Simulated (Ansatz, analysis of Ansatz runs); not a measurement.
# An added electron started on Fe in FePO4 (P6_422)

Aim: the energy barrier that a trapped electron meets when it moves from one Fe atom to another one nearby in FePO4 (P6_422). The model is a cell of 72 host atoms.

Calculated with Ansatz 0.2.0; plane-wave PAW DFT, PBEsol+U; relaxation of all atoms of a supercell at fixed charge in a uniform background; PAW set soft_1.

## (1) The structure

The cell holds 72 atoms: 12 Fe, 12 P and 48 O. Cell: a = 10.686 Å, b = 10.686 Å, c = 11.770 Å, α = 90.0°, β = 90.0°, γ = 120.0°. It derives from FePO4 (space group P6_422). Nearest the centre at fractional (0.750, 0.375, 0.333): O44 at 1.93 Å, O53 at 1.93 Å, P40 at 2.31 Å, Fe38 at 2.37 Å, Fe57 at 2.37 Å, O50 at 2.44 Å, O72 at 2.44 Å, O49 at 3.07 Å.

Hubbard terms: Fe d 5.0 eV. They were chosen, not fitted, to curb self-interaction in the shells named, the trial site's among them. The two sites are Fe57 and Fe38. The cell's shortest repeat is 10.7 Å. The host's moments were started ferromagnetic, high spin; both sites carry the same spin direction.

## (2) The cell without the carrier

The neutral cell is relaxed first, from small random displacements, so that bond lengths and moments with the carrier can be set beside those of a relaxed cell without it.

File neutral.relax/input.yaml:

```yaml
crystal:
  lattice:
    - [10.68583565, -6.0e-08, 0.0]
    - [-5.34291777, 9.25420516, 0.0]
    - [0.0, 0.0, 11.7699588]
  atoms:
    - { symbol: Fe, position: [0.0, 0.25, 0.833333], spin: 5.0 }
    - { symbol: Fe, position: [0.25, 0.25, 0.166667], spin: 5.0 }
    - { symbol: Fe, position: [0.25, 0.0, 0.5], spin: 5.0 }
    - { symbol: P, position: [0.0, 0.25, 0.333333] }
    - { symbol: P, position: [0.25, 0.25, 0.666667] }
    - { symbol: P, position: [0.25, 0.0, 0.0] }
    - { symbol: O, position: [0.289138, 0.406662, 0.074716] }
    - { symbol: O, position: [0.093338, 0.382476, 0.40805] }
    - { symbol: O, position: [0.117524, 0.210862, 0.741383] }
    - { symbol: O, position: [0.382476, 0.289138, 0.741383] }
    - { symbol: O, position: [0.210862, 0.117524, 0.59195] }
    - { symbol: O, position: [0.210862, 0.093338, 0.074716] }
    - { symbol: O, position: [0.289138, 0.382476, 0.59195] }
    - { symbol: O, position: [0.406662, 0.289138, 0.258617] }
    - { symbol: O, position: [0.382476, 0.093338, 0.925284] }
    - { symbol: O, position: [0.117524, 0.406662, 0.925284] }
    - { symbol: O, position: [0.093338, 0.210862, 0.258617] }
    - { symbol: O, position: [0.406662, 0.117524, 0.40805] }
    - { symbol: Fe, position: [0.0, 0.75, 0.833333], spin: 5.0 }
    - { symbol: Fe, position: [0.25, 0.75, 0.166667], spin: 5.0 }
    - { symbol: Fe, position: [0.25, 0.5, 0.5], spin: 5.0 }
    - { symbol: P, position: [0.0, 0.75, 0.333333] }
    - { symbol: P, position: [0.25, 0.75, 0.666667] }
    - { symbol: P, position: [0.25, 0.5, 0.0] }
    - { symbol: O, position: [0.289138, 0.906662, 0.074716] }
    - { symbol: O, position: [0.093338, 0.882476, 0.40805] }
    - { symbol: O, position: [0.117524, 0.710862, 0.741383] }
    - { symbol: O, position: [0.382476, 0.789138, 0.741383] }
    - { symbol: O, position: [0.210862, 0.617524, 0.59195] }
    - { symbol: O, position: [0.210862, 0.593338, 0.074716] }
    - { symbol: O, position: [0.289138, 0.882476, 0.59195] }
    - { symbol: O, position: [0.406662, 0.789138, 0.258617] }
    - { symbol: O, position: [0.382476, 0.593338, 0.925284] }
    - { symbol: O, position: [0.117524, 0.906662, 0.925284] }
    - { symbol: O, position: [0.093338, 0.710862, 0.258617] }
    - { symbol: O, position: [0.406662, 0.617524, 0.40805] }
    - { symbol: Fe, position: [0.5, 0.25, 0.833333], spin: 5.0 }
    - { symbol: Fe, position: [0.75, 0.25, 0.166667], spin: 5.0 }
    - { symbol: Fe, position: [0.75, 0.0, 0.5], spin: 5.0 }
    - { symbol: P, position: [0.5, 0.25, 0.333333] }
    - { symbol: P, position: [0.75, 0.25, 0.666667] }
    - { symbol: P, position: [0.75, 0.0, 0.0] }
    - { symbol: O, position: [0.789138, 0.406662, 0.074716] }
    - { symbol: O, position: [0.593338, 0.382476, 0.40805] }
    - { symbol: O, position: [0.617524, 0.210862, 0.741383] }
    - { symbol: O, position: [0.882476, 0.289138, 0.741383] }
    - { symbol: O, position: [0.710862, 0.117524, 0.59195] }
    - { symbol: O, position: [0.710862, 0.093338, 0.074716] }
    - { symbol: O, position: [0.789138, 0.382476, 0.59195] }
    - { symbol: O, position: [0.906662, 0.289138, 0.258617] }
    - { symbol: O, position: [0.882476, 0.093338, 0.925284] }
    - { symbol: O, position: [0.617524, 0.406662, 0.925284] }
    - { symbol: O, position: [0.593338, 0.210862, 0.258617] }
    - { symbol: O, position: [0.906662, 0.117524, 0.40805] }
    - { symbol: Fe, position: [0.5, 0.75, 0.833333], spin: 5.0 }
    - { symbol: Fe, position: [0.75, 0.75, 0.166667], spin: 5.0 }
    - { symbol: Fe, position: [0.75, 0.5, 0.5], spin: 5.0 }
    - { symbol: P, position: [0.5, 0.75, 0.333333] }
    - { symbol: P, position: [0.75, 0.75, 0.666667] }
    - { symbol: P, position: [0.75, 0.5, 0.0] }
    - { symbol: O, position: [0.789138, 0.906662, 0.074716] }
    - { symbol: O, position: [0.593338, 0.882476, 0.40805] }
    - { symbol: O, position: [0.617524, 0.710862, 0.741383] }
    - { symbol: O, position: [0.882476, 0.789138, 0.741383] }
    - { symbol: O, position: [0.710862, 0.617524, 0.59195] }
    - { symbol: O, position: [0.710862, 0.593338, 0.074716] }
    - { symbol: O, position: [0.789138, 0.882476, 0.59195] }
    - { symbol: O, position: [0.906662, 0.789138, 0.258617] }
    - { symbol: O, position: [0.882476, 0.593338, 0.925284] }
    - { symbol: O, position: [0.617524, 0.906662, 0.925284] }
    - { symbol: O, position: [0.593338, 0.710862, 0.258617] }
    - { symbol: O, position: [0.906662, 0.617524, 0.40805] }
basis:
  ecutwfc: 420
  xc_grid: 2
hamiltonian:
  xc: pbesol
  hubbard:
    sites: [{ species: Fe, l: d, u_eff: 5.0 }]
    projectors: ortho-atomic
  pseudopotentials: { kind: paw, azcp: { folder: soft_1 }, xc_functional: pbe }
kpoints:
  mp_grid: { grid: [1, 1, 1] }
magnetization:
  spin_polarized: true
  initial_magnetization: 60
  spin_locking: { lock_magnetization: hard }
scf:
  occupations: { method: fermi_dirac, width: 0.01 }
  max_iter: 120
  lower_state_search: "off"
output:
  forces: true
relax:
  f_tol: 0.02
  max_steps: 70
  random_displacement: { amplitude: 0.04, seed: 6032 }
checkpoint:
  write: "../neutral.relax.run"
  compress: false
  write_wavefunctions: true
  write_every: 100000
```

On the command line:

```bash
$ ansatz run input.yaml --threads 8 --pin off --max-ram 18841MiB --backend cpu --events-out ev --progress --plain --runs-dir out
```

Numbers of over 12 decimals in the logs are rounded to 6 here.

What it wrote:

```text
[... repeated set-up lines and file paths are left out, and long positions are rounded to six places ...]
Engine: ansatz 0.2.0, aarch64-unknown-linux-gnu
Pseudopotentials: kind: paw
Pseudopotential: Fe, paw, valence charge 16, recommended cutoff 420 eV (normal), soft_1/Fe.paw.azcp
Pseudopotential: P, paw, valence charge 5, recommended cutoff 420 eV (normal), soft_1/P.paw.azcp
Pseudopotential: O, paw, valence charge 6, recommended cutoff 420 eV (normal), soft_1/O.paw.azcp
Functional definition: PBEsol
  exchange = pbesol_x
  correlation = pbesol_c
Crystal: 72 atoms, lattice volume = 1163.918 Å³
Basis set: ecut = 420 eV, 22761 PW (Γ), exchange–correlation on 144×144×160 points (8 copies of the dense FFT grid, shifted against one another)
Bands: 372, of which v1, the nominal top of the filled ones, is band 270 counted from 1 (269 counted from 0)
Symmetry: 1 space group operations
k-points: 1
Non-local potential: Fe, projectors of the file, l = 0: 3, l = 1: 2, l = 2: 3, l = 3: 1
Non-local potential: P, projectors of the file, l = 0: 2, l = 1: 2, l = 2: 1
Non-local potential: O, projectors of the file, l = 0: 2, l = 1: 2, l = 2: 1
PAW form: soft (Blöchl's): semilocal exchange-correlation on the pseudo side does not see the compensation charge
PAW frozen core: Fe, regenerated for the run's functional, and the local potential with it (the file was generated under x = pbe(κ = 0.804, μ = 0.219515), c = pbe(β = 0.066725))
PAW frozen core: P, regenerated for the run's functional, and the local potential with it (the file was generated under x = pbe(κ = 0.804, μ = 0.219515), c = pbe(β = 0.066725))
[...]
[... 4 atoms left out ...]
  atom  49  O     -0.00284187     0.00130579     0.00291270
  atom  50  O     -0.00015032    -0.00047629    -0.00110204
  [... 2 atoms left out ...]
  atom  53  O      0.00194153     0.00161243     0.00031622
  [... 3 atoms left out ...]
  atom  57  Fe    -0.00024650     0.00359636    -0.00154477
  [... 14 atoms left out ...]
  atom  72  O     -0.00084797    -0.00019343     0.00037615
  max |Σ_I F_I| component: 3.27e-5 eV/Å
--- Band table (eV) ---
  k-point 0 ↑: bands = ["-89.1018", "-89.1010", "-89.1008", "-89.1008", [... 364 left out ...] "12.5607", "12.5619", "12.7075", "12.7100"]
  k-point 0 ↓: bands = ["-84.1513", "-84.1506", "-84.1505", "-84.1503", [... 364 left out ...] "12.8975", "12.9929", "13.0714", "13.0741"]
Occupation matrices written to <dir>
--- Relaxed structure (9 steps of the walk, 9 accepted, 0 SCFs on fresh bases) ---
  F+E_penalty+E_count = -89172.56202827 eV   max|allowed force component| = 3.705e-3 eV/Å
  atoms:
    - { symbol: Fe, position: [0.000227, 0.241597, 0.833802] }
    - { symbol: Fe, position: [0.257280, 0.258228, 0.166833] }
    [... 11 atoms left out ...]
    - { symbol: O, position: [0.422026, 0.288217, 0.246420] }
    [... 23 atoms left out ...]
    - { symbol: Fe, position: [0.756957, 0.257959, 0.166815] }
    [... 1 atom left out ...]
    - { symbol: P, position: [0.498600, 0.241440, 0.333530] }
    [... 2 atoms left out ...]
    - { symbol: O, position: [0.787296, 0.423442, 0.088171] }
    - { symbol: O, position: [0.575549, 0.363873, 0.421319] }
    [... 4 atoms left out ...]
    - { symbol: O, position: [0.788419, 0.395936, 0.604626] }
    - { symbol: O, position: [0.922035, 0.288671, 0.246320] }
    [... 2 atoms left out ...]
    - { symbol: O, position: [0.608209, 0.211024, 0.272296] }
    [... 3 atoms left out ...]
    - { symbol: Fe, position: [0.741287, 0.498436, 0.500032] }
    [... 14 atoms left out ...]
    - { symbol: O, position: [0.888638, 0.601386, 0.393731] }
[key lines of the parts left out:]
SCF converged after 4 iterations
Magnetization: 60.0000 μB (300.0000 up, 240.0000 down)
Free energy (F): -89172.562028 eV
Fermi energy:    2.921556 (↑ 4.134462, ↓ 2.832621) eV
```

It took 97 s on 8 threads of Arm Neoverse V2, shared host; peak memory 2.6 GiB.

The largest displacement from an ideal site is 0.249 Å. The cell has lost symmetry on the way: at this sampling the host distorts without any carrier, the carrier can change that, and the distances below mix its own distortion with the host's.

[end of part 1 of 2]

[Logs are printed without paths, hosts, clocks, repeated set-up lines and the standing remarks that a program may print on its own settings, such as how far it seeks lower states.]

[Hosts, paths, dates, database ids (printed as entryN), source tags and the programs' standing remarks are cut or masked in the printed files.]
